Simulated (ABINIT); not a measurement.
**BaTiO3 (P4mm): one start, several treatments of the self-energy**

How much does the gap of BaTiO3 (P4mm) depend on the approximation to the self-energy?

Method: LDA and many-body steps on it, plane waves, in ABINIT 10.8.3.

Report form: the programs' logs are mostly left out.

The database entry behind the starting cell differs from later determinations by our own check (c/a about 0.6 % short), so it need not match the best structure at ambient conditions.

## Step 1: The starting structure

Symmetry: P4mm, No. 99, tetragonal system. Conventional cell: a = 4.000 Å, b = 4.000 Å, c = 4.018 Å, α = 90.00°, β = 90.00°, γ = 90.00°. Ba has 12 O at 2.79 to 2.88 Å nearest. Nearest to Ti lie 6 O at 1.89 to 2.13 Å. Nearest to O lie 2 Ti at 1.89 to 2.13 Å and 4 Ba at 2.83 Å. O has 2 Ti at 2.00 Å and 4 Ba at 2.79 to 2.88 Å nearest. Farther neighbours and most contacts between anions are not listed.

The cell and positions come from the Crystallography Open Database and are kept as given unless a step says otherwise. Spin-orbit coupling is left out unless a step names it.

## Step 2: Empty states on the mesh, 4×4×4 mesh, 119 bands

This step: ABINIT 10.8.3; DFT, LDA, plane waves, norm-conserving pseudopotentials.

The sums over transitions need many empty states on a uniform mesh; this step solves for them.

The input, run.abi:

```
acell 3*1.0 Angstrom
rprim 
  3.999800000000 0.000000000000 0.000000000000
  0.000000000000 3.999800000000 0.000000000000
  0.000000000000 0.000000000000 4.018000000000
ntypat 3
znucl 56 22 8
natom 5
typat 1 2 3 3 3
xred 
  0.000000000000 0.000000000000 0.000000000000
  0.500000000000 0.500000000000 0.490000000000
  0.500000000000 0.500000000000 0.019000000000
  0.500000000000 0.000000000000 0.517000000000
  0.000000000000 0.500000000000 0.517000000000
pp_dirpath "pseudos"
pseudos "Ba.upf, Ti.upf, O.upf"
ecut 38
ngkpt 4 4 4
nshiftk 1
shiftk 0 0 0
kptopt 1
chksymbreak 0
iscf -2
irdden 1
istwfk *1
nband 119
nbdbuf 10
tolwfr 1e-09
nstep 60
prtvol 0
indata_prefix "in"
outdata_prefix "out"
tmpdata_prefix "tmp"
```

The run is started by

```
> OMP_NUM_THREADS=1 mpirun -n 8 abinit run.abi > log
```

Elapsed: 47 s, on 8 MPI ranks of Arm Neoverse V2, shared host; peak memory 0.7 GiB; 6.2 min of CPU time.

Numbers from this step:

- gap: 1.742 eV
- k of the valence top: 0.5, 0.5, 0.5
- k of the conduction bottom: 0, 0, 0
- least direct gap: 2.023 eV
- k points computed: 18
- lowest point of the top converged band, above the valence top: 61.4009 eV

On this mesh the gap is 1.742 eV.

The density comes from a self-consistent run that is not shown.

## Step 3: Screening, 4×4×4 mesh, 109 bands, screening to 152.4 eV

The RPA dielectric matrix is built and inverted for each q.

This step: RPA screening on LDA, plane waves, norm-conserving pseudopotentials.

Edit run.abi of step 2 so:

```diff
@@ -23,10 +23,11 @@
 chksymbreak 0
-iscf -2
-irdden 1
 istwfk *1
-nband 119
-nbdbuf 10
-tolwfr 1e-09
-nstep 60
-prtvol 0
+occopt 1
+irdwfk 1
+optdriver 3
+nband 109
+ecuteps 5.6
+inclvkb 2
+awtr 1
+symchi 1
 indata_prefix "in"
```

It took 76 s on 8 MPI ranks; peak memory 3 GiB; 10 min of CPU time.

Numbers from this step:

- ε∞ with local fields, on this mesh, along the program's q direction: 6.359
- the same without local fields: 6.927
- plasma frequency: 29.29 eV
- plane waves in the screening matrix: 257

Local fields lower ε∞ by 8 %. On a Γ-centred mesh this coarse the value itself is usually too large, while a short band sum pulls it down.

## Step 4: G0W0, Godby-Needs plasmon pole

The self-energy is evaluated for the states that the input lists, and the levels follow from it, in one-shot runs by the linearised quasiparticle equation.

This step: G0W0 on LDA, plane waves, norm-conserving pseudopotentials.

Edit run.abi of step 3 so:

```diff
@@ -26,8 +26,17 @@
 irdwfk 1
-optdriver 3
+optdriver 4
 nband 109
+gwcalctyp 0
+ecutsigx 38
+symsigma 1
+nkptgw 2
+kptgw 
+  0.5000000000 0.5000000000 0.5000000000
+  0.0000000000 0.0000000000 0.0000000000
+bdgw 
+  18 23
+  19 23
 ecuteps 5.6
-inclvkb 2
-awtr 1
-symchi 1
+irdscr 1
+ppmodel 1
 indata_prefix "in"
```

It took 11 s on 8 MPI ranks; peak memory 2.2 GiB.

This step gave:

```
G0W0 gap on the points computed              : 3.389 eV
starting gap on the mesh                     : 1.742 eV
k of the valence top                         : 0.5, 0.5, 0.5
k of the conduction bottom                   : 0, 0, 0
Z at the valence top                         : 0.76
Z at the conduction bottom                   : 0.779
least direct G0W0 gap on the computed points : 3.672 eV
```

The gap on the mesh goes from 1.74 eV to 3.39 eV, a correction of +1.65 eV.

## Step 5: G0W0, Hybertsen-Louie plasmon pole

Edit run.abi of step 4 so:

```diff
@@ -40,3 +40,3 @@
 irdscr 1
-ppmodel 1
+ppmodel 2
 indata_prefix "in"
```

The job ended after 11 s (8 MPI ranks; peak memory 2.1 GiB).

This step gave:

- G0W0 gap on the points computed: 4.133 eV
- starting gap on the mesh: 1.742 eV
- k of the valence top: 0.5, 0.5, 0.5
- k of the conduction bottom: 0, 0, 0
- Z at the valence top: 0.83
- Z at the conduction bottom: 0.846
- least direct G0W0 gap on the computed points: 4.349 eV

Against G0W0 in ABINIT (4×4×4 mesh, 109 bands, screening to 152.4 eV, Godby-Needs plasmon pole), the gap moves by +0.744 eV.

## Step 6: G0W0, von der Linden-Horsch plasmon pole

Edit run.abi of step 5 so:

```diff
@@ -40,3 +40,3 @@
 irdscr 1
-ppmodel 2
+ppmodel 3
 indata_prefix "in"
```

The job ended after 7.3 s (8 MPI ranks; peak memory 1.9 GiB; 58 s of CPU time).

Numbers from this step:

```
G0W0 gap on the points computed              : 3.522 eV
starting gap on the mesh                     : 1.742 eV
k of the valence top                         : 0.5, 0.5, 0.5
k of the conduction bottom                   : 0, 0, 0
least direct G0W0 gap on the computed points : 3.802 eV
```

Against G0W0 in ABINIT (4×4×4 mesh, 109 bands, screening to 152.4 eV, Godby-Needs plasmon pole), the gap moves by +0.133 eV.

## Step 7: G0W0, Engel-Farid plasmon pole

Edit run.abi of step 6 so:

```diff
@@ -40,3 +40,3 @@
 irdscr 1
-ppmodel 3
+ppmodel 4
 indata_prefix "in"
```

Wall time 7.4 s (8 MPI ranks); peak memory 1.8 GiB.

Numbers from this step:

* G0W0 gap on the points computed: 3.498 eV
* starting gap on the mesh: 1.742 eV
* k of the valence top: 0.5, 0.5, 0.5
* k of the conduction bottom: 0, 0, 0
* least direct G0W0 gap on the computed points: 3.783 eV

Against G0W0 in ABINIT (4×4×4 mesh, 109 bands, screening to 152.4 eV, Godby-Needs plasmon pole), the gap moves by +0.109 eV.

## Step 8: One-shot SEX

This step: one-shot SEX on LDA, plane waves, norm-conserving pseudopotentials.

Edit run.abi of step 7 so:

```diff
@@ -28,3 +28,3 @@
 nband 109
-gwcalctyp 0
+gwcalctyp 6
 ecutsigx 38
@@ -40,3 +40,2 @@
 irdscr 1
-ppmodel 4
 indata_prefix "in"
```

It took 3.8 s on 8 MPI ranks; peak memory 1.6 GiB; 30 s of CPU time.

This step gave:

```
quasiparticle gap on the points computed              : 3.25 eV
starting gap on the mesh                              : 1.742 eV
k of the valence top                                  : 0.5, 0.5, 0.5
k of the conduction bottom                            : 0, 0, 0
least direct quasiparticle gap on the computed points : 3.606 eV
```

Against G0W0 in ABINIT (4×4×4 mesh, 109 bands, screening to 152.4 eV, Godby-Needs plasmon pole), the gap moves by −0.139 eV.

## Step 9: One-shot COHSEX

This step: one-shot COHSEX on LDA, plane waves, norm-conserving pseudopotentials.

Edit run.abi of step 8 so:

```diff
@@ -28,3 +28,3 @@
 nband 109
-gwcalctyp 6
+gwcalctyp 7
 ecutsigx 38
```

Wall time 3.8 s (8 MPI ranks); peak memory 1.6 GiB; 29 s of CPU time.

Numbers from this step:

```yaml
quasiparticle_gap_on_the_points_computed: 3.845 eV
starting_gap_on_the_mesh: 1.742 eV
k_of_the_valence_top: 0.5, 0.5, 0.5
k_of_the_conduction_bottom: 0, 0, 0
least_direct_quasiparticle_gap_on_the_computed_points: 4.155 eV
```

Against G0W0 in ABINIT (4×4×4 mesh, 109 bands, screening to 152.4 eV, Godby-Needs plasmon pole), the gap moves by +0.456 eV.

## Step 10: One-shot Hartree-Fock

This step: one-shot Hartree-Fock on LDA, plane waves, norm-conserving pseudopotentials.

Edit run.abi of step 9 so:

```diff
@@ -27,4 +27,4 @@
 optdriver 4
-nband 109
-gwcalctyp 7
+nband 24
+gwcalctyp 5
 ecutsigx 38
@@ -38,4 +38,4 @@
   19 23
-ecuteps 5.6
-irdscr 1
+ixc_sigma 40
+fftgw 31
 indata_prefix "in"
```

Run time: 3.9 s. Hardware: 8 MPI ranks; peak memory 1.4 GiB; 30 s of CPU time.

This step gave:

```yaml
quasiparticle_gap_on_the_points_computed: 13.96 eV
starting_gap_on_the_mesh: 1.742 eV
k_of_the_valence_top: 0, 0, 0
k_of_the_conduction_bottom: 0, 0, 0
least_direct_quasiparticle_gap_on_the_computed_points: 13.96 eV
```

Against G0W0 in ABINIT (4×4×4 mesh, 109 bands, screening to 152.4 eV, Godby-Needs plasmon pole), the gap moves by +10.573 eV.

## Step 11: Screening, 4×4×4 mesh, 109 bands, screening to 152.4 eV

This step: RPA screening on LDA, plane waves, norm-conserving pseudopotentials.

Edit run.abi of step 10 so:

```diff
@@ -26,16 +26,14 @@
 irdwfk 1
-optdriver 4
-nband 24
-gwcalctyp 5
-ecutsigx 38
-symsigma 1
-nkptgw 2
-kptgw 
-  0.5000000000 0.5000000000 0.5000000000
-  0.0000000000 0.0000000000 0.0000000000
-bdgw 
-  18 23
-  19 23
-ixc_sigma 40
-fftgw 31
+optdriver 3
+nband 109
+ecuteps 5.6
+inclvkb 2
+awtr 1
+symchi 1
+gwcalctyp 2
+nfreqre 16
+freqremax 40 eV
+nfreqim 8
+spmeth 1
+nomegasf 120
 indata_prefix "in"
```

It took 2 min on 8 MPI ranks; peak memory 3.7 GiB.

Numbers from this step:

* ε∞ with local fields, on this mesh, along the program's q direction: 6.450
* the same without local fields: 7.030
* plasma frequency: 29.29 eV
* plane waves in the screening matrix: 257

## Step 12: G0W0, contour deformation

This step: G0W0 on LDA, plane waves, norm-conserving pseudopotentials.

Edit run.abi of step 11 so:

```diff
@@ -26,14 +26,17 @@
 irdwfk 1
-optdriver 3
+optdriver 4
 nband 109
+gwcalctyp 2
+ecutsigx 38
+symsigma 1
+nkptgw 2
+kptgw 
+  0.5000000000 0.5000000000 0.5000000000
+  0.0000000000 0.0000000000 0.0000000000
+bdgw 
+  18 23
+  19 23
 ecuteps 5.6
-inclvkb 2
-awtr 1
-symchi 1
-gwcalctyp 2
-nfreqre 16
-freqremax 40 eV
-nfreqim 8
-spmeth 1
-nomegasf 120
+irdscr 1
+gwmem 01
 indata_prefix "in"
```

It took 9.3 s on 8 MPI ranks; peak memory 1.8 GiB.

This step gave:

- G0W0 gap on the points computed: 3.408 eV
- starting gap on the mesh: 1.742 eV
- k of the valence top: 0.5, 0.5, 0.5
- k of the conduction bottom: 0, 0, 0
- least direct G0W0 gap on the computed points: 3.683 eV

Against G0W0 in ABINIT (4×4×4 mesh, 109 bands, screening to 152.4 eV, Godby-Needs plasmon pole), the gap moves by +0.019 eV.

## Step 13: Screening, 4×4×4 mesh, 109 bands, screening to 152.4 eV

This step: RPA screening on LDA, plane waves, norm-conserving pseudopotentials.

Edit run.abi of step 12 so:

```diff
@@ -26,17 +26,11 @@
 irdwfk 1
-optdriver 4
+optdriver 3
 nband 109
-gwcalctyp 2
-ecutsigx 38
-symsigma 1
-nkptgw 2
-kptgw 
-  0.5000000000 0.5000000000 0.5000000000
-  0.0000000000 0.0000000000 0.0000000000
-bdgw 
-  18 23
-  19 23
 ecuteps 5.6
-irdscr 1
-gwmem 01
+inclvkb 2
+awtr 1
+symchi 1
+gwcalctyp 1
+nfreqre 0
+nfreqim 16
 indata_prefix "in"
```

Run time: 3.7 min. Hardware: 8 MPI ranks; peak memory 3.1 GiB; 29 min of CPU time.

Numbers from this step:

```
ε∞ with local fields, on this mesh, along the program's q direction : 6.359
the same without local fields                                       : 6.927
plasma frequency                                                    : 29.29 eV
plane waves in the screening matrix                                 : 257
```

## Step 14: G0W0, analytic continuation

This step: G0W0 on LDA, plane waves, norm-conserving pseudopotentials.

Edit run.abi of step 13 so:

```diff
@@ -26,11 +26,18 @@
 irdwfk 1
-optdriver 3
+optdriver 4
 nband 109
+gwcalctyp 1
+ecutsigx 38
+symsigma 1
+nkptgw 2
+kptgw 
+  0.5000000000 0.5000000000 0.5000000000
+  0.0000000000 0.0000000000 0.0000000000
+bdgw 
+  18 23
+  19 23
 ecuteps 5.6
-inclvkb 2
-awtr 1
-symchi 1
-gwcalctyp 1
-nfreqre 0
-nfreqim 16
+irdscr 1
+nomegasi 12
+omegasimax 25 eV
 indata_prefix "in"
```

The job ended after 10 s (8 MPI ranks; peak memory 2.4 GiB).

This step gave:

```yaml
g0w0_gap_on_the_points_computed: 3.272 eV
starting_gap_on_the_mesh: 1.742 eV
k_of_the_valence_top: 0.5, 0.5, 0.5
k_of_the_conduction_bottom: 0, 0, 0
least_direct_g0w0_gap_on_the_computed_points: 3.570 eV
```

Against G0W0 in ABINIT (4×4×4 mesh, 109 bands, screening to 152.4 eV, Godby-Needs plasmon pole), the gap moves by −0.117 eV.

## Step 15: Side by side

Times are wall times on 8 MPI ranks of Arm Neoverse V2, shared host, good to a factor of about two. A run's time includes the screening step that it read.

```
                                     run   mesh  bands  screening cutoff (eV)  DFT gap (eV)  gap on the mesh (eV)  direct (eV)  ε∞ used     time
          G0W0, Godby-Needs plasmon pole  4×4×4    109                  152.4         1.742                 3.389        3.672     6.36     87 s
      G0W0, Hybertsen-Louie plasmon pole  4×4×4    109                  152.4         1.742                 4.133        4.349     6.36     87 s
G0W0, von der Linden-Horsch plasmon pole  4×4×4    109                  152.4         1.742                 3.522        3.802     6.36     83 s
          G0W0, Engel-Farid plasmon pole  4×4×4    109                  152.4         1.742                 3.498        3.783     6.36     83 s
                            one-shot SEX  4×4×4    109                  152.4         1.742                 3.250        3.606     6.36     80 s
                         one-shot COHSEX  4×4×4    109                  152.4         1.742                 3.845        4.155     6.36     80 s
                   one-shot Hartree-Fock  4×4×4      -                      -         1.742                13.962       13.962        -    3.9 s
               G0W0, contour deformation  4×4×4    109                  152.4         1.742                 3.408        3.683     6.45  2.1 min
             G0W0, analytic continuation  4×4×4    109                  152.4         1.742                 3.272        3.570     6.36  3.8 min
```

## Step 16: Results

```json
{"G0W0, Godby-Needs plasmon pole": "3.389 eV", "G0W0, Hybertsen-Louie plasmon pole": "4.133 eV", "G0W0, von der Linden-Horsch plasmon pole": "3.522 eV", "G0W0, Engel-Farid plasmon pole": "3.498 eV", "one-shot SEX": "3.250 eV", "one-shot COHSEX": "3.845 eV", "one-shot Hartree-Fock": "13.962 eV", "G0W0, contour deformation": "3.408 eV", "G0W0, analytic continuation": "3.272 eV", "known limits": "not at the basis limit; no spin-orbit coupling; coarse k mesh"}
```

What this shows: G0W0, Hybertsen-Louie plasmon pole: +0.744 eV against G0W0, Godby-Needs plasmon pole. G0W0, von der Linden-Horsch plasmon pole: +0.133 eV against G0W0, Godby-Needs plasmon pole. G0W0, Engel-Farid plasmon pole: +0.109 eV against G0W0, Godby-Needs plasmon pole. One-shot SEX: −0.139 eV against G0W0, Godby-Needs plasmon pole. One-shot COHSEX: +0.456 eV against G0W0, Godby-Needs plasmon pole. One-shot Hartree-Fock: +10.573 eV against G0W0, Godby-Needs plasmon pole. G0W0, contour deformation: +0.019 eV against G0W0, Godby-Needs plasmon pole. G0W0, analytic continuation: −0.117 eV against G0W0, Godby-Needs plasmon pole. Bare exchange alone opens the gap to 13.96 eV; against G0W0, correlation takes back 10.57 eV. Bands and cutoff are finite, so the gap is not at the basis limit. The miss can reach some tenths of an eV and take either sign; the mesh is an error of its own. In the G0W0 runs levels were corrected at 2 k points alone, so a gap called «on the mesh» is the least over those, and an edge elsewhere would be missed. The 4×4×4 mesh is coarse for this cell, which bears on the long-range parts of exchange and screening. The many-body steps are scalar-relativistic: spin-orbit coupling is not in them.

[Paths, hosts, dates, memory and timing lines, banners, echoed tables and standing remarks are left out of the program output.]

[Logs are printed without paths, hosts, clocks, repeated set-up lines and the standing remarks that a program may print on its own settings, such as how far it seeks lower states.]

[Runs of the session that timed out or met a known fault of the program may be left out.]

[Hosts, paths, dates, database ids (printed as entryN), source tags and the programs' standing remarks are cut or masked in the printed files.]

[G0W0 gaps are taken among the corrected bands and points alone; a level outside them can change the order at an edge.]

[Where Ansatz stands beside ABINIT at settings called matched, ABINIT's density can come from a denser mesh and the files from another edition; pairs whose starting gaps differed by over 0.03 eV were left out, so agreement reads better than it is.]
